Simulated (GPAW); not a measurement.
# Ag L₃-edge XANES of AgB2 (P6/mmm), part 2 of 2

Aim: the near-edge shape at the Ag L₃ edge of AgB2 (P6/mmm), and what the core hole does to it.

GPAW 26.7.0; X-ray absorption from dipole matrix elements to empty bands, plane-wave PAW PBE.

So far. Step 2 (The field without a hole): The mesh shows no gap, so the system is treated as a metal and the core electron is put at the Fermi level (neutral cell). Step 3 (Spectrum without a core hole, Ag atom 1): Main maxima below 29 eV (height): 1.6 eV (1.51), 7.2 eV (1.51) and 22.0 eV (1.46). At an L edge the dipole rule selects empty d and s states; the absorber's d shell is nominally full, so the onset shows only d character mixed into the empty bands.

## 5. Spectrum with XCH, Ag atom 1

The holes are 5.2 Å apart. In GPAW the data set carries the hole's charge, so charge=0 means a charged cell and charge=-1 a neutral one. The excited electron is kept in the cell, where it fills the lowest empty states and screens the hole. After the field has converged, empty bands are computed with the density fixed and the dipole matrix elements are summed.

xas.py reads:

```python
import numpy as np
from ase import Atoms
from ase.parallel import parprint, paropen
from gpaw import GPAW, PW, FermiDirac, Mixer, MixerDif, setup_paths
from gpaw.test import gen
setup_paths.insert(0, '.')
gen('Ag', name='fch2p', xcname='PBE', corehole=(2, 1, 1), write_xml=True)
from gpaw.mpi import world
world.barrier()

atoms = Atoms('Ag6B12',
    cell=[[4.5, -2.59807621, 0],
     [-4.5, -2.59807621, 0],
     [0, 0, -6.48]],
    scaled_positions=[[0, 0, 0],
     [0.66666667, 0.33333333, 0],
     [0, 0, 0.5],
     [0.33333333, 0.66666667, 0],
     [0.66666667, 0.33333333, 0.5],
     [0.33333333, 0.66666667, 0.5],
     [0, 0.66666667, 0.75],
     [0.66666667, 0, 0.75],
     [0, 0.66666667, 0.25],
     [0.33333333, 0.33333333, 0.75],
     [0.66666667, 0, 0.25],
     [0.33333333, 0.33333333, 0.25],
     [0.66666667, 0.66666667, 0.75],
     [0.33333333, 0, 0.75],
     [0.66666667, 0.66666667, 0.25],
     [0, 0.33333333, 0.75],
     [0.33333333, 0, 0.25],
     [0, 0.33333333, 0.25]],
    pbc=True)
atoms.calc = calc = GPAW(legacy_gpaw=True, mode=PW(430, force_complex_dtype=True), xc='PBE', setups={0: 'fch2p'},
    kpts={'size': (6, 6, 4), 'gamma': True}, occupations=FermiDirac(0.1),
    charge=-1, mixer=Mixer(0.1, 5, 50), maxiter=150,
    convergence={'density': 0.0001, 'eigenstates': 1e-6}, txt='scf.txt')
energy = atoms.get_potential_energy() + calc.get_reference_energy()
ef = calc.get_fermi_level()
out = dict(energy=energy, fermi=ef, forces=atoms.get_forces().tolist())
parprint(f'all-electron energy {energy:.4f} eV, Fermi level {ef:.4f} eV')
ev = np.array([[calc.get_eigenvalues(k, s) for k in range(len(calc.get_ibz_k_points()))] for s in range(calc.get_number_of_spins())])
out['homo'], out['lumo'], out['counts'] = ev[ev < ef].max(), ev[ev > ef].min(), sorted(set((ev < ef).sum((0, 2)).tolist()))
out['filled'] = (ev[:, 0] < ef).sum(1).tolist()

from ase.units import Ha
from gpaw.xas import dipole_matrix_elements
nb = int(calc.get_number_of_electrons() / 2) + 93
top, nb = nb, nb + 8 + nb // 12
nscf = calc.fixed_density(kpts={'size': (6, 6, 4), 'gamma': True}, nbands=nb,
    convergence={'bands': top, 'eigenstates': 5e-3}, maxiter=60, txt='nscf.txt')
cell = atoms.cell.array
ops = [cell.T @ U.T @ np.linalg.inv(cell.T) for U in nscf.wfs.kd.symmetry.op_scc]
E = np.arange(-6, 34, 0.1)
fwhm = np.interp(E, [4, 25], [2.4, 3.5])
Y, X, zero, highest = 0, 0, 1e9, 1e9
for spin in range(nscf.get_number_of_spins()):
    wfs = nscf.wfs
    mine = wfs.bd.get_slice()  # this rank's bands
    A = dipole_matrix_elements(wfs.setups[0])
    eps = np.zeros((wfs.kd.nibzkpts, nb))
    d = np.zeros((3, A.shape[1], wfs.kd.nibzkpts, nb), complex)
    for kpt in wfs.kpt_u:
        if kpt.s == spin and 0 in kpt.P_ani:
            eps[kpt.k, mine] = kpt.eps_n * Ha
            d[:, :, kpt.k, mine] = (kpt.weight * wfs.nspins / 2) ** 0.5 * np.inner(A, kpt.P_ani[0])
    world.sum(eps)
    world.sum(d)
    T = np.einsum('amkn,bmkn->abkn', d, d.conj()).real
    T = sum(np.einsum('ai,ijkn,bj->abkn', R, T, R) for R in ops) / len(ops)
    empty = eps > ef
    zero, highest = min(zero, eps[empty].min()), min(highest, eps[:, top - 1].min())
    lines = [(eps, T, empty)] if spin == 0 else lines + [(eps, T, empty)]
for eps, T, empty in lines:
    f = np.einsum('aakn->akn', T).reshape(3, -1)
    x = eps.ravel() - zero
    w = np.interp(x, E, fwhm) / 2.35482
    g = np.exp(-0.5 * ((E[:, None] - x) / w) ** 2) / (w * (2 * np.pi) ** 0.5)
    Y = Y + (f * empty.ravel()) @ g.T
    X = X + (f * ~empty.ravel()) @ g.T
out.update(E=E.round(2).tolist(), xas=Y.tolist(), xes=X.tolist(), zero=zero, valid=highest - zero, nk=len(eps), nb=nb)
for i in range(0, len(E), 10):
    parprint(f'{E[i]:7.2f}', *(f'{v:10.3e}' for v in Y[:, i]))
import json
with paropen('out.json', 'w') as f:
    json.dump(out, f)
```

Run with:

```console
$ OMP_NUM_THREADS=1 mpirun -n 4 gpaw python xas.py
```

Numbers of over 12 decimals in the logs are rounded to 6 here.

The log of the run:

```text
Input parameters:
  charge: -1
  convergence: {density: 0.0001,
                eigenstates: 1e-06}
  kpts: {gamma: True,
         size: (6, 6, 4)}
  maxiter: 150
  mixer: {backend: pulay,
          beta: 0.1,
          method: separate,
          nmaxold: 5,
          weight: 50}
  mode: {ecut: 430.0,
         force_complex_dtype: True,
         name: pw}
  occupations: {fixmagmom: False,
                name: fermi-dirac,
                width: 0.1}
  setups: {0: fch2p}
  xc: PBE

Initialize ...

[... PAW data sets ...]

Reference energy: -872216.002551  # eV

Spin-paired calculation

[... convergence settings ...]
Symmetries present (total): 8
  [... symmetry matrices ...]

144 k-points: 6 x 6 x 4 Monkhorst-Pack grid + [1/12,1/12,1/8]
39 k-points in the irreducible part of the Brillouin zone
       k-points in crystal coordinates                weights
   0:     0.00000000    0.00000000    0.00000000          1/144
   1:     0.00000000    0.00000000    0.25000000          2/144
   2:     0.00000000    0.00000000    0.50000000          1/144
   3:     0.16666667   -0.16666667    0.00000000          2/144
   4:     0.16666667   -0.16666667    0.25000000          4/144
   5:     0.16666667   -0.16666667    0.50000000          2/144
   6:     0.16666667    0.00000000    0.00000000          4/144
   7:     0.16666667    0.00000000    0.25000000          8/144
   8:     0.16666667    0.00000000    0.50000000          4/144
   9:     0.16666667    0.16666667    0.00000000          2/144
          ...
  38:     0.50000000    0.50000000    0.50000000          1/144

Wave functions: Plane wave expansion
  Cutoff energy: 430.000 eV
  Number of coefficients (min, max): 3039, 3090
  Pulay-stress correction: 0.000000 eV/Ang^3 (de/decut=0.000000)
  Using FFTW library
  Wavefunction extrapolation:
    Improved wavefunction reuse through dual PAW basis

Occupation numbers: Fermi-Dirac:
  width: 0.1000  # eV

Eigensolver
   Davidson(niter=2)

Densities:
  Coarse grid: 25*25*32 grid
  Fine grid: 50*50*64 grid
  Total Charge: 0.000000

Density mixing:
  Method: separate
  Backend: pulay
  Linear mixing parameter: 0.1
  old densities: 5
  Width of damping distribution: 1.1
  Damping of long wavelength oscillations: 50

[... Hamiltonian set-up ...]
Number of atoms: 18
Number of atomic orbitals: 120
Number of bands in calculation: 88
Number of valence electrons: 139
Bands to converge: occupied

... initialized

Initializing position-dependent things.

Density initialized from atomic densities
Creating initial wave functions:
  88 bands from LCAO basis set

                 Ag

            Ag     Ag
        B       B       B
               B Ag

            Ag     Ag
        B       B       B
               B

Atomic positions and initial magnetic moments

Positions:
   0 Ag     0.000000    0.000000    0.000000    ( 0.0000,  0.0000,  0.0000)
   1 Ag     1.500000   -2.598076    0.000000    ( 0.0000,  0.0000,  0.0000)
   2 Ag     0.000000    0.000000   -3.240000    ( 0.0000,  0.0000,  0.0000)
   3 Ag    -1.500000   -2.598076    0.000000    ( 0.0000,  0.0000,  0.0000)
   4 Ag     1.500000   -2.598076   -3.240000    ( 0.0000,  0.0000,  0.0000)
   5 Ag    -1.500000   -2.598076   -3.240000    ( 0.0000,  0.0000,  0.0000)
   6 B     -3.000000   -1.732051   -4.860000    ( 0.0000,  0.0000,  0.0000)
[...]
15 B     -1.500000   -0.866025   -4.860000    ( 0.0000,  0.0000,  0.0000)
  16 B      1.500000   -0.866025   -1.620000    ( 0.0000,  0.0000,  0.0000)
  17 B     -1.500000   -0.866025   -1.620000    ( 0.0000,  0.0000,  0.0000)

Unit cell:
           periodic     x           y           z      points  spacing
  1. axis:    yes    4.500000   -2.598076    0.000000    25     0.1800
  2. axis:    yes   -4.500000   -2.598076    0.000000    25     0.1800
  3. axis:    yes    0.000000    0.000000   -6.480000    32     0.2025

  Lengths:   5.196152   5.196152   6.480000
  Angles:   90.000000  90.000000 120.000000

Effective grid spacing dv^(1/3) = 0.1964

iter:   1  -117.773957
iter:   2   -99.131565   -0.95  -1.02
iter:   3   -89.497541   -0.97  -1.17
iter:   4   -88.024581   -1.67  -1.34
iter:   5   -86.962747   -1.86  -1.47
iter:   6   -86.838735   -2.74  -2.02
iter:   7   -86.792212   -2.89  -2.16
iter:   8   -86.785492c  -3.50  -2.28
iter:   9   -86.779759c  -4.75  -2.81
iter:  10   -86.773929c  -5.01  -2.98
iter:  11   -86.768782c  -4.51  -3.16
iter:  12   -86.768619c  -5.59  -3.48
iter:  13   -86.768676c  -5.99  -3.55
iter:  14   -86.768632c  -6.71c -3.83
iter:  15   -86.768632c  -7.28c -3.95
iter:  16   -86.768670c  -6.76c -4.10c

Converged after 16 iterations.

Dipole moment: (-0.000000, 0.000000, -0.000000) |e|*Ang

Energy contributions relative to reference atoms: (reference = -872216.002551)

Kinetic:       +264.792644
Potential:     -213.910433
External:        +0.000000
XC:            -138.157758
Entropy (-ST):   -0.203880
Local:           +0.608817
SIC:             +0.000000
--------------------------
Free energy:    -86.870611
Extrapolated:   -86.768670

Showing only first 2 kpts
 Kpt  Band  Eigenvalues  Occupancy
  0    67     11.67230    1.98983
  0    68     11.86887    1.92959
  0    69     11.86891    1.92957
  0    70     13.13363    0.00018

  1    67     12.47778    0.11701
  1    68     12.57815    0.04454
  1    69     12.57816    0.04454
[...]
Fermi level: 12.19995

No gap
No difference between direct/indirect transitions

Forces in eV/Ang:
  0 Ag    0.00000   -0.00000    0.00000
  1 Ag    0.00011    0.00000    0.00000
  2 Ag    0.00000   -0.00000    0.00000
  3 Ag   -0.00011    0.00000    0.00000
  4 Ag    0.00011    0.00000    0.00000
  5 Ag   -0.00011    0.00000    0.00000
  6 B     0.19116    0.11021    0.15645
[...]
15 B    -0.19116   -0.11021    0.15645
 16 B     0.19116   -0.11021   -0.15645
 17 B    -0.19116   -0.11021   -0.15645
Scalar-relativistic atomic PBE calculation for Ag (Silver, Z=47)
Core hole in 2p state (2p occupation: 5.0)
750 radial gridpoints.
|------------------------------------------------|
|------------------------------------------------|
[... the atom generator's iteration count ...]

Energy contributions:
-------------------------
Kinetic:    +5388.572391
XC:          -144.159728
Potential: -10433.159602
-------------------------
Total:      -5188.746940

state      eigenvalue         ekin         rmax
-----------------------------------------------
1s^2.0 :  -936.881598  1182.521368        0.020
2s^2.0 :  -141.110553   247.050468        0.113
2p^5.0 :  -127.566368   235.694848        0.091
3s^2.0 :   -26.684794    70.027837        0.329
3p^6.0 :   -22.113716    65.305008        0.320
3d^10.0:   -14.877319    59.903234        0.266
4s^2.0 :    -4.105579    17.917840        0.805
4p^6.0 :    -2.739812    15.038497        0.852
4d^10.0:    -0.763952     9.192619        0.978
5s^1.0 :    -0.469851     2.043573        2.270
5p^0.0 :    -0.268896     1.150635        2.876
-----------------------------------------------
(units: Bohr and Hartree)

Generating PAW setup
Kinetic energy of the core from tauc = 5337.202345141237
Cutoffs:
rc(s)=2.430
rc(p)=2.510
rc(d)=2.230
rc(vbar)=2.460
rc(comp)=2.370
rc(nct)=2.510

Kinetic energy of the core states: 5204.371648
Charge: 1.0
Core electrons: 29.0
Valence electrons: 17.0
Pseudo-core charge: 0.052174
Shape function alpha=1.780
Pseudo-electron charge 5.117194
state    eigenvalue         norm
--------------------------------
5s(1) :    -0.469851     1.101693
*s    :     0.530149
4p(6) :    -2.739812     0.076224
5p(0) :    -0.268896     1.011933
4d(10):    -0.763952     0.350599
*d    :     0.236048
--------------------------------

Diagonalizing with gridspacing h=0.050

state   all-electron     PAW
-------------------------------
5s:      -0.469851    -0.470095
4p:      -2.739812    -2.740288
4d:      -0.763952    -0.764808
*f:                   -0.022195
-------------------------------
all-electron energy -872302.7712 eV, Fermi level 12.1999 eV
[...]
31.00  3.976e-06  3.976e-06  5.432e-06
  32.00  3.920e-06  3.919e-06  5.332e-06
  33.00  3.829e-06  3.829e-06  5.021e-06
```

The job ended after 2.1 min (4 MPI ranks of Intel Xeon Platinum 8375C at 2.90GHz (Ice Lake), shared host; peak memory 0.53 GiB).

The Ag L₃ spectrum, Ag atom 1, excited-electron core hole (neutral cell) (energy from the lowest empty level; intensity scaled to a mean of 1 over the first 20 eV; polarised curves are means over the symmetry-equivalent atoms):

```csv
E (eV),isotropic,ε ⊥ c,ε ∥ c
-2.0,0.03,0.03,0.02
-1.5,0.08,0.09,0.06
-1.0,0.18,0.21,0.13
-0.5,0.35,0.39,0.25
0.0,0.55,0.62,0.39
0.5,0.74,0.85,0.53
1.0,0.89,1.02,0.63
1.5,0.97,1.11,0.70
2.0,1.00,1.14,0.73
2.5,1.01,1.13,0.76
3.0,1.01,1.13,0.77
3.5,1.01,1.12,0.78
4.0,1.01,1.12,0.79
4.5,1.04,1.14,0.82
5.0,1.11,1.21,0.91
5.5,1.23,1.31,1.08
6.0,1.37,1.41,1.30
6.5,1.48,1.47,1.51
7.0,1.52,1.47,1.61
7.5,1.48,1.43,1.58
8.0,1.39,1.36,1.44
8.5,1.29,1.32,1.24
9.0,1.20,1.27,1.05
9.5,1.10,1.21,0.89
10.0,0.99,1.10,0.76
10.5,0.86,0.96,0.66
11.0,0.74,0.81,0.58
11.5,0.65,0.70,0.54
12.0,0.60,0.64,0.52
12.5,0.59,0.62,0.53
13.0,0.61,0.63,0.55
13.5,0.64,0.66,0.59
14.0,0.68,0.70,0.63
14.5,0.72,0.74,0.68
15.0,0.77,0.79,0.74
15.5,0.82,0.82,0.82
16.0,0.87,0.85,0.90
16.5,0.91,0.88,0.98
17.0,0.95,0.89,1.05
17.5,0.98,0.92,1.11
18.0,1.03,0.95,1.19
18.5,1.11,1.02,1.29
19.0,1.23,1.13,1.43
19.5,1.39,1.29,1.58
20.0,1.56,1.48,1.73
20.5,1.72,1.67,1.83
21.0,1.83,1.81,1.86
21.5,1.86,1.89,1.80
22.0,1.82,1.88,1.68
22.5,1.72,1.82,1.53
23.0,1.61,1.72,1.38
23.5,1.50,1.62,1.26
24.0,1.42,1.54,1.18
24.5,1.37,1.48,1.13
25.0,1.35,1.46,1.12
25.5,1.36,1.46,1.16
26.0,1.39,1.48,1.23
26.5,1.44,1.50,1.33
27.0,1.51,1.53,1.45
27.5,1.58,1.57,1.60
28.0,1.65,1.59,1.75
28.5,1.71,1.62,1.90
```

Main maxima below 28 eV (height): 7.0 eV (1.52) and 21.4 eV (1.86). 

## 6. With and without the hole

Both curves are counted from their own zero, so only the shift of weight within the empty states shows.

```csv
E (eV),no hole,XCH
-2.0,0.05,0.03
-1.0,0.33,0.18
0.0,0.95,0.55
1.0,1.45,0.89
2.0,1.47,1.00
3.0,1.31,1.01
4.0,1.17,1.01
5.0,1.13,1.11
6.0,1.31,1.37
7.0,1.51,1.52
8.0,1.41,1.39
9.0,1.21,1.20
10.0,1.01,0.99
11.0,0.75,0.74
12.0,0.56,0.60
13.0,0.52,0.61
14.0,0.55,0.68
15.0,0.61,0.77
16.0,0.67,0.87
17.0,0.72,0.95
18.0,0.75,1.03
19.0,0.84,1.23
20.0,1.07,1.56
21.0,1.35,1.83
22.0,1.46,1.82
23.0,1.36,1.61
24.0,1.18,1.42
25.0,1.06,1.35
26.0,1.04,1.39
27.0,1.11,1.51
28.0,1.19,1.65
```

With each curve scaled to its own mean, the area from −2 to 6 eV with the hole is 6.4 against 8.5, and the centre of weight from −1 to 20 eV moves by +1.4 eV (first and strongest maxima below 20 eV: 1.6 eV (1.51) and 7.2 eV (1.51) without the hole, 7.0 eV (1.52) with it): the near-edge weight falls against the higher-lying part.

## 7. Results

- absorber and edge: Ag L₃, atom 1 of the ground-state input (counted from 1)
- surroundings: 12 B at 2.37 Å (12-fold, site symmetry 6/mmm)
- highest intensity below 24 eV: 21.4 eV above the zero, height 1.86

In words: The Ag L₃ edge of atom 1, with 12 B at 2.37 Å (12-fold, site symmetry 6/mmm), has its highest intensity of the first 24 eV at 21.4 eV above the zero, 1.9 times the mean level of the first 20 eV (Gaussian full width 2.4 eV up to 4 eV, rising linearly to 3.5 eV at 25 eV). With each curve scaled to its own mean, the area from −2 to 6 eV with the hole is 6.4 against 8.5, and the centre of weight from −1 to 20 eV moves by +1.4 eV (first and strongest maxima below 20 eV: 1.6 eV (1.51) and 7.2 eV (1.51) without the hole, 7.0 eV (1.52) with it): the near-edge weight falls against the higher-lying part. At the Ag L₃ edge of atom 1 polarisation matters most near 1.6 eV, where the curves differ by 0.4 on this scale. Only the L₃ part is meant: spin–orbit coupling of the core level isn't computed and the L₂ copy isn't added. The script folds with a Gaussian, whereas the core hole's own line is a Lorentzian, so the onset is too steep and the first peak too high. The holes are only 5.2 Å apart, so the shape is probably not converged with cell size; no larger cell was run here. Lifetime broadening is put in by hand, and intensities beyond about 20 eV depend on it and on the partial waves. The structure is a published determination, not relaxed.

[Banner, clock and machine lines of the logs are left out without a mark of their own.]

[Logs are printed without paths, hosts, clocks, repeated set-up lines and the standing remarks that a program may print on its own settings, such as how far it seeks lower states.]

[Hosts, paths, dates, database ids (printed as entryN), source tags and the programs' standing remarks are cut or masked in the printed files.]

[Lists of maxima count a maximum above −3 eV only where it reaches 4 % of the highest in the window and stands out from its surroundings by 2 % of it (1.5 % where it reaches 55 %); shoulders and weaker maxima are passed over, and of the rest the first, up to two pre-edge ones and the few strongest are named.]
